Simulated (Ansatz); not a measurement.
# Tunnelling across a broken Au chain: predicting one gap

**Method.** Ansatz 0.2.0, plane waves with PAW datasets at the program's default cutoffs, Fermi-Dirac smearing of 0.05 eV, chains in boxes 7.5 Å wide or more, moments seeded when the perfect chain is relaxed. PBE, no spin-orbit coupling; one bond is opened by s Å beyond its relaxed length, the other atoms of a straight cell of 12 kept, without spin, and the conductance taken at 300 K.

| run | G (G₀) | largest error term (%) | s | ln G |
| --- | --- | --- | --- | --- |
| +1.2 Å | 0.4745 | 14 | 1.2 | −0.7456 |
| +1.8 Å | 0.1587 | 7 | 1.8 | −1.841 |
| +2.5 Å | 0.03413 | 8 | 2.5 | −3.377 |
| +3.3 Å | 0.005109 | 5 | 3.3 | −5.277 |

One run is withheld: run = +4.2 Å, with s = 4.2. Fit a straight line ln G = a + b × s to the 4 rows shown and predict it.

**Fit.** The means are 2.2 for s and −2.81 for ln G. The sum of products of deviations is −5.336 and the sum of squares in s is 2.46, so b = −5.336 / 2.46 = −2.169 and a = −2.81 − (−2.169) × 2.2 = 1.962. The residuals' standard deviation, with 2 degrees of freedom, is σ = 0.13.

**Prediction.** ln G = 1.962 + (−2.169) × 4.2 = −7.148, that is 0.000786 G₀. The run gave 0.00055 G₀ (ln G = −7.505), so the prediction less the run is +0.36. The standard error of a prediction there, σ√(1 + 1/4 + (4.2 − 2.2)²/2.46), is 0.22, and the miss is 1.6 times that, for a point outside the fitted range. With so few rows σ is itself uncertain.

Caveats: Between neighbouring runs the slope of ln G lies between −2.48 and −1.83 per Å, so one exponential is an approximation; it is flattest at the narrowest gap, nearest to contact. Error terms (up to 14 %, withheld run included) bound how much a small miss can mean. Broken ends may want a moment where none was allowed. No image potential, spin-orbit coupling or relaxation; a bent or dimerised chain may be lower in energy. Series of this kind are told only where this holds: one magnetic state in all runs, error terms under 60 %, and the runs' own leads conduct as the perfect chain does. 36 of 42 did.
